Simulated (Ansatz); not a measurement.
## Dielectric function and optical constants of Os

Aim: the dielectric function of Os, and the optical constants that follow from it.

Calculated with Ansatz 0.2.0; DFT, PBE, plane-wave PAW, default files, scalar-relativistic, independent-particle optical response without local fields.

## 1. The structure

It takes space group P6_3/mmc (No. 194, hexagonal). Conventional cell: a = 2.734 Å, b = 2.734 Å, c = 4.320 Å, α = 90.00°, β = 90.00°, γ = 120.00°. Nearest to Os lie 12 Os at 2.68 to 2.73 Å.

Structure file:

```cif
data_structure
_symmetry_space_group_name_H-M 'P6_3/mmc'
_symmetry_Int_Tables_number 194
_cell_length_a 2.7341
_cell_length_b 2.7341
_cell_length_c 4.3197
_cell_angle_alpha 90.000
_cell_angle_beta 90.000
_cell_angle_gamma 120.000
_cell_volume 27.96
loop_
_atom_site_label
_atom_site_type_symbol
_atom_site_symmetry_multiplicity
_atom_site_Wyckoff_symbol
_atom_site_fract_x
_atom_site_fract_y
_atom_site_fract_z
_atom_site_occupancy
Os1 Os 2 c 0.66667 0.33333 0.75000 1
```

## 2. Ground state and bands

First the ground state: is it a metal or has it a gap?

This step: DFT, PBE, plane-wave PAW, default files, scalar-relativistic, ground state (Ansatz 0.2.0).

The input, input.yaml:

```yaml
crystal:
  lattice:
    - [2.7341, 0.0, 0.0]
    - [-1.36705, 2.3678000565, 0.0]
    - [0.0, 0.0, 4.3197]
  atoms:
    - { symbol: Os, position: [0.6666666667, 0.3333333333, 0.75] }
    - { symbol: Os, position: [0.3333333333, 0.6666666667, 0.25] }
kpoints:
  mp_grid: { grid: [10, 10, 6] }
  band_path:
    path:
      - [[0.0, 0.0, 0.0], [0.5, 0.0, 0.0], [0.33333333, 0.33333333, 0.0], [0.0, 0.0, 0.0], [0.0, 0.0, 0.5], [0.5, 0.0, 0.5], [0.33333333, 0.33333333, 0.5], [0.0, 0.0, 0.5]]
      - [[0.5, 0.0, 0.5], [0.5, 0.0, 0.0]]
      - [[0.33333333, 0.33333333, 0.0], [0.33333333, 0.33333333, 0.5]]
    npoints: 5
scf:
  occupations: { method: fermi_dirac, width: 0.05 }
  n_extra_bands: 6
hamiltonian:
  xc: pbe
  pseudopotentials: { kind: paw }
output:
  forces: true
  stress: true
  populations: true
  write_bands: true
```

On the command line:

```bash
$ ansatz run input.yaml --threads 4 --pin off --max-ram 8192MiB --backend cpu --events-out ev --progress --plain --runs-dir out
```

Numbers of over 12 decimals in the logs are rounded to 6 here.

The program printed:

```text
scf.n_extra_bands = 6 over 16 filled bands (N_el = 32.0): the run solves 22 bands
Engine: ansatz 0.2.0, x86_64-unknown-linux-gnu
Pseudopotentials: kind: paw
Pseudopotential: Os, paw, valence charge 16, recommended cutoff 420 eV (normal), Os.paw.azcp
Functional definition: PBE
  parameter kappa = 0.804
  parameter beta = 0.066725
  exchange = pbe_x(kappa = kappa, mu = beta*pi^2/3)
  correlation = pbe_c(beta = beta)
Crystal: 2 atoms, lattice volume = 27.965 Å³
Basis set: ecut = 420 eV, 537 PW (Γ), exchange–correlation on 40×40×60 points (8 copies of the dense FFT grid, shifted against one another)
Bands: 22, of which v1, the nominal top of the filled ones, is band 16 counted from 1 (15 counted from 0)
Symmetry: 24 space group operations
Space group: P63/mmc (ITA 194), of the structure as read, at distance tolerance 3.0e-5 Å
k-points: 56 of 600
Non-local potential: Os, projectors of the file, l = 0: 3, l = 1: 2, l = 2: 2, l = 3: 1
PAW form: soft (Blöchl's): semilocal exchange-correlation on the pseudo side does not see the compensation charge
PAW one-centre angular grid: Os, 590 points (default); XC on 64 Gauss nodes
Initial density: superposition of atomic densities (neutral atoms: chi_scale 0, normalization atom), corrected by the library's trained network
Initial wavefunctions: pseudopotential atomic-orbital guess
Functional: x = pbe(κ = 0.804, μ = 0.219515), c = pbe(β = 0.066725)
SCF iter   1: F=—  HF=-22769.060308 eV  |F-HF|=—  |Δ(HF+E_count)|=         —  Δρ=9.84e-3  dr2=9.90e-3  ethr=1.77e-3  ⟨swp⟩=5.1  Hψ=5246  notcnv=0
preconditioner: auto → none  [metal: Δε(μ)=0.091 eV  Ē_g=9.687 eV  σ=0.050 eV  W_gap=0.42  n_scr=8 (ndim 8)  ℏωp=28.1 eV  f_vac=0.000  D(μ)=1.14/eV (n_scr^D=8)  sad-step TF]
SCF iter   2: F=—  HF=-22769.062853 eV  |F-HF|=—  |Δ(HF+E_count)|=   2.54e-3  Δρ=5.74e-3  dr2=3.41e-3  ethr=3.09e-5  ⟨swp⟩=1.1  Hψ=1692  notcnv=0
SCF iter   3: F=—  HF=-22769.064119 eV  |F-HF|=—  |Δ(HF+E_count)|=   1.27e-3  Δρ=2.50e-4  dr2=8.16e-6  ethr=1.06e-5  ⟨swp⟩=2.0  Hψ=1625  notcnv=0
SCF iter   4: F=—  HF=-22769.064146 eV  |F-HF|=—  |Δ(HF+E_count)|=   2.65e-5  Δρ=4.81e-5  dr2=3.32e-7  ethr=2.55e-8  ⟨swp⟩=2.2  Hψ=1777  notcnv=0
iter 5 did not close the SCF: its close was put off for the readings that it lacked (scf_convergence_deferred on its scf_iter line)
SCF iter   5: F=-22769.064146 eV  HF=-22769.064146 eV  |F-HF|=3.64e-10  |Δ(HF+E_count)|=   2.82e-8  Δρ=5.00e-6  dr2=2.58e-9  ethr=1.04e-9  ⟨swp⟩=2.2  Hψ=1722  notcnv=0
SCF iter   6: F=-22769.064146 eV  HF=-22769.064146 eV  |F-HF|=8.73e-11  |Δ(HF+E_count)|=  9.06e-10  Δρ=9.89e-7  dr2=1.55e-10  ethr=8.05e-12  ⟨swp⟩=2.9  Hψ=4026  notcnv=0
SCF 1 converged in 6 iterations: F = -22769.064146 eV  dr2 = 1.55e-10
  greatest PAW one-centre occupation: 1.000 electrons in one spin orbital (limit 2), on the Os atom at site 1 (counted from 0), in its partial waves of l = 0
NSCF: frozen V_eff on 48 k-points
SCF converged after 6 iterations
Free energy (F): -22769.064146 eV
Harris-Foulkes:  -22769.064146 eV  (|F-HF|=8.73e-11)
Internal energy: -22769.053794 eV  (E = F + TS)
E sigma→0 (E₀):  -22769.058970 eV
Entropy (-TS):   -0.010352 eV (-5.176 meV/atom)
Fermi energy:    26.088219 eV
--- Per-component energies (eV) ---
  E_band       = -129.435340
  E_kinetic    = 1124.880271
  E_local      = -1565.226209  (includes V_loc(G=0)·N_el)
  E_nonlocal   = -3.726954
  E_hartree    = 651.371837
  E_xc         = -534.088569
  E_vxc        = -569.042485  (∫ρ·V_xc dr)
  E_paw        = -18023.683719  (= ΣΔE_a)
  E_vpaw       = -419.063858  (= ΣTr[D̂ρ^β])
  E_aug_tail   = -0.000169  (compensation charges beyond the density's cutoff)
  E_ewald      = -4418.580283
  E_smearing   = -0.010352  (= −TS)
  E_closure    = 0.000000  (closes the sum)
  Σ components = -22769.064146   (vs F -22769.064146, Δ=0.00e0)
--- Forces (eV/Å), atoms counted from 1 ---
  atom   1  Os    -0.00000000     0.00000000     0.00000000
  atom   2  Os    -0.00000000    -0.00000000     0.00000000
  max |Σ_I F_I| component: 1.11e-16 eV/Å
--- Stress (GPa, compression-positive) ---
        9.875643       0.000000       0.000000
        0.000000       9.875643      -0.000000
        0.000000      -0.000000       6.719780
  P = ⅓ Tr σ = 8.8237 GPa (88.237 kbar)
--- Band table (eV; the first three rows and the last of 56) ---
  k-point 0: bands = [... 12 lower, 23.2209, 23.8123, 23.8123, 24.4655, 24.4655, 26.0442, 27.7257, 27.7257, ... 2 higher]
  k-point 1: bands = [... 12 lower, 23.0247, 23.5958, 23.5958, 24.9517, 24.9517, 25.0161, 27.7568, 27.7568, ... 2 higher]
  k-point 2: bands = [... 12 lower, 22.6468, 23.1482, 23.1482, 23.2976, 25.9384, 25.9384, 27.5885, 27.5885, ... 2 higher]
  k-point 55: bands = [... 12 lower, 22.5592, 22.5592, 24.6175, 24.6175, 27.8242, 27.8242, 33.4174, 33.4174, ... 2 higher]
--- Löwdin populations: 2 sites ---
  site symbol       q [e]
     0     Os     15.8128
     1     Os     15.8128
  spilling = 0.011697 (of n_electrons = 32.000000)
```

It took 1.6 s on 4 threads of Intel Xeon at 2.70GHz, shared host; peak memory 0.34 GiB; 3.7 s of CPU time.

Read-outs, printed or worked out from the files:

```
free energy         : -22769.0641 eV
Fermi energy        : 26.09 eV
electrons           : 32
symmetry operations : 24
pressure            : 8.824 GPa
volume              : 27.96 Å³
gap on the path     : 0 eV
```

There are states at the Fermi level within the smearing, so the occupations stay smeared and the carriers get a Drude term. The cell is left with a pressure of 8.8 GPa, as it stands unrelaxed at this level.

Electronic bands along the path, in eV, zero at the Fermi level; # counts the bands kept:

| point | #5 | #6 | #7 | #8 | #9 | #10 | #11 | #12 |
| --- | --- | --- | --- | --- | --- | --- | --- | --- |
| Γ | -2.87 | -2.28 | -2.28 | -1.62 | -1.62 | -0.04 | 1.64 | 1.64 |
| 0.60 of the way | -3.07 | -2.96 | -2.23 | -0.24 | -0.03 | 0.37 | 2.48 | 8.32 |
| M | -2.97 | -2.64 | -1.94 | 2.00 | 2.57 | 2.69 | 4.38 | 5.66 |
| 0.40 of the way | -3.53 | -2.80 | -1.84 | 1.81 | 2.06 | 2.41 | 4.70 | 5.84 |
| K | -3.50 | -3.50 | -1.40 | 1.43 | 1.43 | 2.02 | 5.24 | 5.24 |
| 0.40 of the way | -3.68 | -2.82 | -2.19 | -0.56 | 0.95 | 2.03 | 2.24 | 8.45 |
| Γ | -2.87 | -2.28 | -2.28 | -1.62 | -1.62 | -0.04 | 1.64 | 1.64 |
| 0.60 of the way | -3.40 | -2.85 | -2.85 | -2.48 | -0.36 | -0.36 | 1.57 | 1.57 |
| A | -3.31 | -3.31 | -3.31 | -3.31 | 0.85 | 0.85 | 0.85 | 0.85 |
| 0.60 of the way | -2.72 | -2.72 | -1.59 | -1.59 | 1.03 | 1.03 | 2.00 | 2.00 |
| L | -1.27 | -1.27 | -0.23 | -0.23 | 2.34 | 2.34 | 3.25 | 3.25 |
| 0.60 of the way | -3.22 | -3.22 | -0.97 | -0.97 | 1.86 | 1.86 | 6.22 | 6.22 |
| H | -3.50 | -3.50 | -1.43 | -1.43 | 1.57 | 1.57 | 8.29 | 8.29 |
| 0.40 of the way | -3.82 | -3.82 | -1.75 | -1.75 | 2.18 | 2.18 | 2.58 | 2.58 |
| A | -3.31 | -3.31 | -3.31 | -3.31 | 0.85 | 0.85 | 0.85 | 0.85 |
| jump to L | -1.27 | -1.27 | -0.23 | -0.23 | 2.34 | 2.34 | 3.25 | 3.25 |
| 0.40 of the way | -2.74 | -1.87 | 0.44 | 0.62 | 2.22 | 2.48 | 2.84 | 4.74 |
| M | -2.97 | -2.64 | -1.94 | 2.00 | 2.57 | 2.69 | 4.38 | 5.66 |
| jump to K | -3.50 | -3.50 | -1.40 | 1.43 | 1.43 | 2.02 | 5.24 | 5.24 |
| 0.40 of the way | -3.52 | -3.52 | -1.52 | 0.79 | 1.54 | 1.54 | 5.81 | 5.81 |
| H | -3.50 | -3.50 | -1.43 | -1.43 | 1.57 | 1.57 | 8.29 | 8.29 |

## 3. Spectrum

With the density converged, the vertical transitions are summed over the zone.

This step: DFT, PBE, plane-wave PAW, default files, scalar-relativistic, independent-particle optical response without local fields (Ansatz 0.2.0).

input.yaml, the sections that differ from step 2:

```yaml
kpoints:
  mp_grid: { grid: [13, 13, 7] }
scf:
  occupations: { method: fermi_dirac, width: 0.05 }
output:
  optics:
    e_range: [0, 14]
    de: 0.05
    sigma: 0.1
    drude_damping: 0.05
    nscf_kmesh: { grid: [18, 18, 9] }
    bands: { spectra_wanted_up_to: 14 }
# crystal, hamiltonian: as in step 2
```

The program printed:

```text
[...]
Crystal: 2 atoms, lattice volume = 27.965 Å³
Basis set: ecut = 420 eV, 537 PW (Γ)
Bands: 20, of which v1, the nominal top of the filled ones, is band 16 counted from 1 (15 counted from 0)
[... 1 set-up line as in the run before ...]
[...]
k-points: 84 of 1183
[...]
SCF iter   1: F=—  HF=-22769.080608 eV  |F-HF|=—  |Δ(HF+E_count)|=         —  Δρ=9.10e-3  dr2=7.59e-3  ethr=1.77e-3  ⟨swp⟩=4.8  Hψ=6626  notcnv=0
[...]
SCF iter   7: F=-22769.085477 eV  HF=-22769.085477 eV  |F-HF|=1.09e-11  |Δ(HF+E_count)|=  4.73e-11  Δρ=2.32e-7  dr2=4.34e-12  ethr=1.00e-12  ⟨swp⟩=3.2  Hψ=4534  notcnv=0
SCF 1 converged in 7 iterations: F = -22769.085477 eV  dr2 = 4.34e-12
[...]
NSCF: frozen V_eff on 185 k-points
output.optics: what the bands over the 33 summed would add to eps1, eps2 and the energy-loss function is held between a lower and an upper bound (5 Lanczos steps). eps1, eps2 and their loss function (loss_summed_bands) are given on every row as the summed bands alone make them. Along an axis, on a row where the two bounds hold the loss function to about 1 % of the greater of itself and 0.5 % of |1/eps|, its cell (loss_completed) is given, with the completed eps1 and eps2 that it is formed of (a cell that is left empty reads nan in the table and null in the record). The two bounds hold it so along every axis on all 280 rows up to 14.000 eV. [rest of the remark cut]
SCF converged after 7 iterations
Free energy (F): -22769.085477 eV
[...]
Internal energy: -22769.077136 eV  (E = F + TS)
E sigma→0 (E₀):  -22769.081307 eV
Entropy (-TS):   -0.008342 eV (-4.171 meV/atom)
Fermi energy:    26.102914 eV
[...]
--- Band table (eV; the first three rows and the last of 84) ---
  k-point 0: bands = [... 12 lower, 23.2313, 23.8161, 23.8161, 24.4745, 24.4745, 26.0459, 27.7349, 27.7349]
  k-point 1: bands = [... 12 lower, 23.0845, 23.6527, 23.6527, 24.8449, 24.8449, 25.2572, 27.7635, 27.7635]
  k-point 2: bands = [... 12 lower, 22.7317, 23.2837, 23.2837, 23.7538, 25.6463, 25.6463, 27.6898, 27.6898]
  k-point 83: bands = [... 12 lower, 22.4859, 22.6753, 24.4725, 24.9736, 27.6424, 27.8964, 33.1882, 33.9343]
```

Run time: 29 s. Hardware: 4 threads; peak memory 1.2 GiB; 1.8 min of CPU time.

Read-outs, printed or worked out from the files:

| Quantity | Value |
| --- | --- |
| main peak of the optical conductivity above 1 eV, first axis | 2.869 eV |
| Drude plasma energy, first axis | 8.034 eV |
| bands summed | 33 |
| spectra valid up to | 28.07 eV |
| program's estimate of the k-sum error in Im epsilon | 0.81 % |
| electrons in the f-sum | 25.57 |

The Im ε has structure finer than the step of the table below, so its rows give means over 0.5 eV, whole bins alone (the curve runs from 0.3 to 14 eV). Peaks (eV: height): E ∥ x or y 2.85: 62.5; E ∥ z 1.30: 62.0, 2.80: 50.5.

The Im ε by photon energy; means over each step:

| photon energy (eV) | E ∥ x or y | E ∥ z |
| --- | --- | --- |
| 1.0 | 14.1 | 41.2 |
| 1.5 | 7.39 | 40.1 |
| 2.0 | 11.9 | 14.3 |
| 2.5 | 42.8 | 35.3 |
| 3.0 | 52.8 | 38.4 |
| 3.5 | 34.1 | 21.4 |
| 4.0 | 33.7 | 20.0 |
| 4.5 | 23.0 | 19.9 |
| 5.0 | 14.2 | 21.5 |
| 5.5 | 9.48 | 12.0 |
| 6.0 | 8.84 | 7.50 |
| 6.5 | 6.56 | 6.22 |
| 7.0 | 4.83 | 5.21 |
| 7.5 | 3.56 | 3.63 |
| 8.0 | 3.16 | 3.04 |
| 8.5 | 3.10 | 3.59 |
| 9.0 | 3.26 | 4.19 |
| 9.5 | 3.34 | 3.90 |
| 10.0 | 4.13 | 4.17 |
| 10.5 | 4.40 | 5.77 |
| 11.0 | 4.75 | 4.18 |
| 11.5 | 3.15 | 3.69 |
| 12.0 | 2.97 | 3.66 |
| 12.5 | 2.66 | 2.96 |
| 13.0 | 2.69 | 2.93 |
| 13.5 | 2.61 | 2.77 |

Re ε against photon energy:

| photon energy (eV) | E ∥ x or y | E ∥ z |
| --- | --- | --- |
| 0.5 | -230 | -305 |
| 1.0 | -37.4 | -34.3 |
| 1.5 | 1.92 | -41.6 |
| 2.0 | 26.7 | -2.54 |
| 2.5 | 37.6 | 18.0 |
| 3.0 | -3.97 | -16.3 |
| 3.5 | -6.06 | -8.01 |
| 4.0 | -5.95 | -5.73 |
| 4.5 | -17.9 | -5.45 |
| 5.0 | -13.8 | -8.41 |
| 5.5 | -10.2 | -13.6 |
| 6.0 | -8.18 | -9.19 |
| 6.5 | -7.70 | -6.90 |
| 7.0 | -6.33 | -6.19 |
| 7.5 | -4.63 | -4.47 |
| 8.0 | -3.05 | -2.58 |
| 8.5 | -1.83 | -1.16 |
| 9.0 | -1.19 | -0.997 |
| 9.5 | -0.358 | -0.707 |
| 10.0 | -0.331 | 0.252 |
| 10.5 | 0.149 | -0.939 |
| 11.0 | -1.65 | -2.07 |
| 11.5 | -1.43 | -0.734 |
| 12.0 | -0.686 | -1.29 |
| 12.5 | -0.576 | -0.807 |
| 13.0 | -0.215 | -0.415 |
| 13.5 | -0.0246 | 0.0239 |
| 14.0 | 0.132 | 0.0259 |

The reflectivity at normal incidence by photon energy; read off at these points:

| photon energy (eV) | E ∥ x or y (%) | E ∥ z (%) |
| --- | --- | --- |
| 0.500 | 97.5 | 97.9 |
| 0.750 | 95.4 | 94.9 |
| 1.000 | 89.6 | 80.2 |
| 1.250 | 76.5 | 76.0 |
| 1.500 | 31.1 | 82.5 |
| 1.750 | 37.9 | 78.3 |
| 2.000 | 47.8 | 50.5 |
| 2.250 | 55.5 | 47.9 |
| 2.500 | 62.5 | 58.2 |
| 2.750 | 66.2 | 66.4 |
| 2.950 | 69.3 | 71.0 |
| 3.000 | 69.0 | 71.4 |
| 3.250 | 67.5 | 68.4 |
| 3.500 | 64.6 | 62.7 |
| 3.750 | 63.5 | 59.5 |
| 4.000 | 65.1 | 59.5 |
| 4.250 | 71.2 | 58.2 |
| 4.450 | 73.1 | 59.4 |
| 4.500 | 73.0 | 59.3 |
| 4.750 | 72.5 | 58.5 |
| 5.000 | 71.3 | 63.7 |
| 5.250 | 73.0 | 71.8 |
| 5.500 | 69.6 | 73.0 |
| 5.600 | 67.6 | 73.3 |
| 5.750 | 65.9 | 72.3 |
| 6.000 | 64.7 | 69.8 |
| 6.250 | 66.9 | 67.0 |
| 6.500 | 67.7 | 65.1 |
| 6.750 | 66.6 | 62.4 |
| 7.000 | 66.6 | 64.7 |
| 7.250 | 65.5 | 64.1 |
| 7.500 | 63.4 | 61.8 |
| 7.750 | 58.2 | 57.1 |
| 8.000 | 53.3 | 50.0 |
| 8.250 | 48.3 | 38.8 |
| 8.500 | 42 | 35.2 |
| 8.750 | 37.6 | 32.6 |
| 9.000 | 35.3 | 34.7 |
| 9.250 | 32.1 | 34.2 |
| 9.500 | 27.7 | 32.0 |
| 9.750 | 26.2 | 29.1 |
| 10.000 | 30.5 | 26.4 |
| 10.250 | 29.8 | 28.4 |
| 10.500 | 27.3 | 37.8 |
| 10.750 | 34.1 | 40.0 |
| 11.000 | 39.9 | 42.8 |
| 11.200 | 42.2 | 37.1 |
| 11.250 | 41.8 | 35.8 |
| 11.500 | 37.8 | 31.8 |
| 11.750 | 33.1 | 33.5 |
| 12.000 | 30.2 | 36.4 |
| 12.250 | 31.3 | 35.0 |
| 12.500 | 28.4 | 31.3 |
| 12.750 | 24.8 | 28.1 |
| 13.000 | 25.1 | 27.6 |
| 13.250 | 24.3 | 26.7 |
| 13.500 | 23.0 | 22.8 |
| 13.750 | 24.0 | 22.6 |
| 14.000 | 19.4 | 24.0 |

The loss function −Im 1/ε at q → 0 has structure finer than the step of the table below, so its rows give means over 0.5 eV, whole bins alone (the curve runs from 0.3 to 14 eV). Peaks (eV: height): E ∥ x or y 1.45: 0.138, 9.50: 0.305; E ∥ z 2.05: 0.0782, 9.75: 0.259, 13.40: 0.375.

Table of loss function −Im 1/ε at q → 0 by energy loss; means over each step:

| energy loss (eV) | E ∥ x or y | E ∥ z |
| --- | --- | --- |
| 1.0 | 0.0113 | 0.0113 |
| 1.5 | 0.0764 | 0.0142 |
| 2.0 | 0.0147 | 0.0525 |
| 2.5 | 0.0126 | 0.0239 |
| 3.0 | 0.0188 | 0.0234 |
| 3.5 | 0.0285 | 0.0406 |
| 4.0 | 0.0280 | 0.0470 |
| 4.5 | 0.0275 | 0.0473 |
| 5.0 | 0.0354 | 0.0386 |
| 5.5 | 0.0480 | 0.0370 |
| 6.0 | 0.0600 | 0.0534 |
| 6.5 | 0.0633 | 0.0723 |
| 7.0 | 0.0766 | 0.0828 |
| 7.5 | 0.106 | 0.112 |
| 8.0 | 0.165 | 0.196 |
| 8.5 | 0.236 | 0.253 |
| 9.0 | 0.272 | 0.227 |
| 9.5 | 0.294 | 0.248 |
| 10.0 | 0.241 | 0.239 |
| 10.5 | 0.230 | 0.167 |
| 11.0 | 0.188 | 0.204 |
| 11.5 | 0.265 | 0.257 |
| 12.0 | 0.315 | 0.248 |
| 12.5 | 0.360 | 0.314 |
| 13.0 | 0.369 | 0.335 |
| 13.5 | 0.382 | 0.360 |

Refractive index n and extinction k against photon energy:

| photon energy (eV) | n, E ∥ x or y | k, E ∥ x or y | n, E ∥ z | k, E ∥ z |
| --- | --- | --- | --- | --- |
| 1 | 1.12 | 6.22 | 2.80 | 6.49 |
| 2 | 5.27 | 1.05 | 2.25 | 2.76 |
| 3 | 4.96 | 5.35 | 3.55 | 5.38 |
| 4 | 3.83 | 4.54 | 2.68 | 3.59 |
| 5 | 1.74 | 4.10 | 2.86 | 4.07 |
| 6 | 1.40 | 3.19 | 1.14 | 3.24 |
| 7 | 0.897 | 2.67 | 0.975 | 2.67 |
| 8 | 0.823 | 1.93 | 0.822 | 1.80 |
| 9 | 1.07 | 1.53 | 1.29 | 1.63 |
| 10 | 1.40 | 1.52 | 1.46 | 1.37 |
| 11 | 1.32 | 1.84 | 1.09 | 1.80 |
| 12 | 1.10 | 1.38 | 1.14 | 1.61 |
| 13 | 1.14 | 1.23 | 1.15 | 1.32 |
| 14 | 1.08 | 1.01 | 1.24 | 1.23 |

At chosen wavelengths:

| wavelength (nm) | n xy | k xy | R (%) xy | 1/α xy | n z | k z | R (%) z | 1/α z |
| --- | --- | --- | --- | --- | --- | --- | --- | --- |
| 1550 | 1.06 | 8.642 | 94.6 | 14 nm | 1.60 | 9.771 | 93.7 | 13 nm |
| 800 | 2.54 | 1.311 | 28.7 | 49 nm | 2.38 | 6.659 | 82.9 | 9.6 nm |
| 633 | 5.08 | 1.001 | 46.5 | 50 nm | 2.03 | 3.105 | 56.9 | 16 nm |
| 532 | 6.89 | 2.001 | 58.4 | 21 nm | 4.76 | 2.490 | 51.6 | 17 nm |
| 450 | 6.52 | 4.568 | 66.3 | 7.8 nm | 5.17 | 4.865 | 66.5 | 7.4 nm |
| 248 | 1.74 | 4.097 | 71.3 | 4.8 nm | 2.86 | 4.068 | 63.6 | 4.9 nm |
| 193 | 1.08 | 3.063 | 68.6 | 5.0 nm | 1.09 | 2.895 | 65.7 | 5.3 nm |

A polished face would reflect 53 % of daylight and look faintly blue (CIE x = 0.288, y = 0.304 under D65).

## 4. Results

```yaml
gap_on_the_path: 0 eV
main_peak_of_the_optical_conductivity_above_1_ev_first_axis: 2.87 eV
drude_plasma_energy_first_axis: 8.03 eV
```

At this level (PBE, independent particles) Os is a metal with a Drude plasma energy of 8.0 eV along x, 8.0 eV along y and 9.5 eV along z; it reflects 55 % at 550 nm for E ∥ x. Along x the bare Drude plasma energy is 8.0 eV; Re ε first rises through zero at 1.47 eV, far lower, because interband transitions screen the carriers. Im ε is 7.0 there, so the loss peak at that energy is weak. A polished face would reflect 53 % of daylight and look faintly blue (CIE x = 0.288, y = 0.304 under D65). In the base run ε includes the program's bounded estimate of what the bands above those summed add. The carriers' damping of 0.05 eV is typed, not computed; at 0.8 eV the carriers give 34 % of Im ε along the first axis; the rest comes from the sum over bands, which at low energy also holds close bands and the noise of the mesh. Spin-orbit coupling is left out although heavy atoms are present. The Fermi-Dirac width of 0.05 eV acts as an electron temperature of 580 K in the carriers' term.

[Logs are printed without paths, hosts, clocks, repeated set-up lines and the standing remarks that a program may print on its own settings, such as how far it seeks lower states.]

[Hosts, paths, dates, database ids (printed as entryN), source tags and the programs' standing remarks are cut or masked in the printed files.]
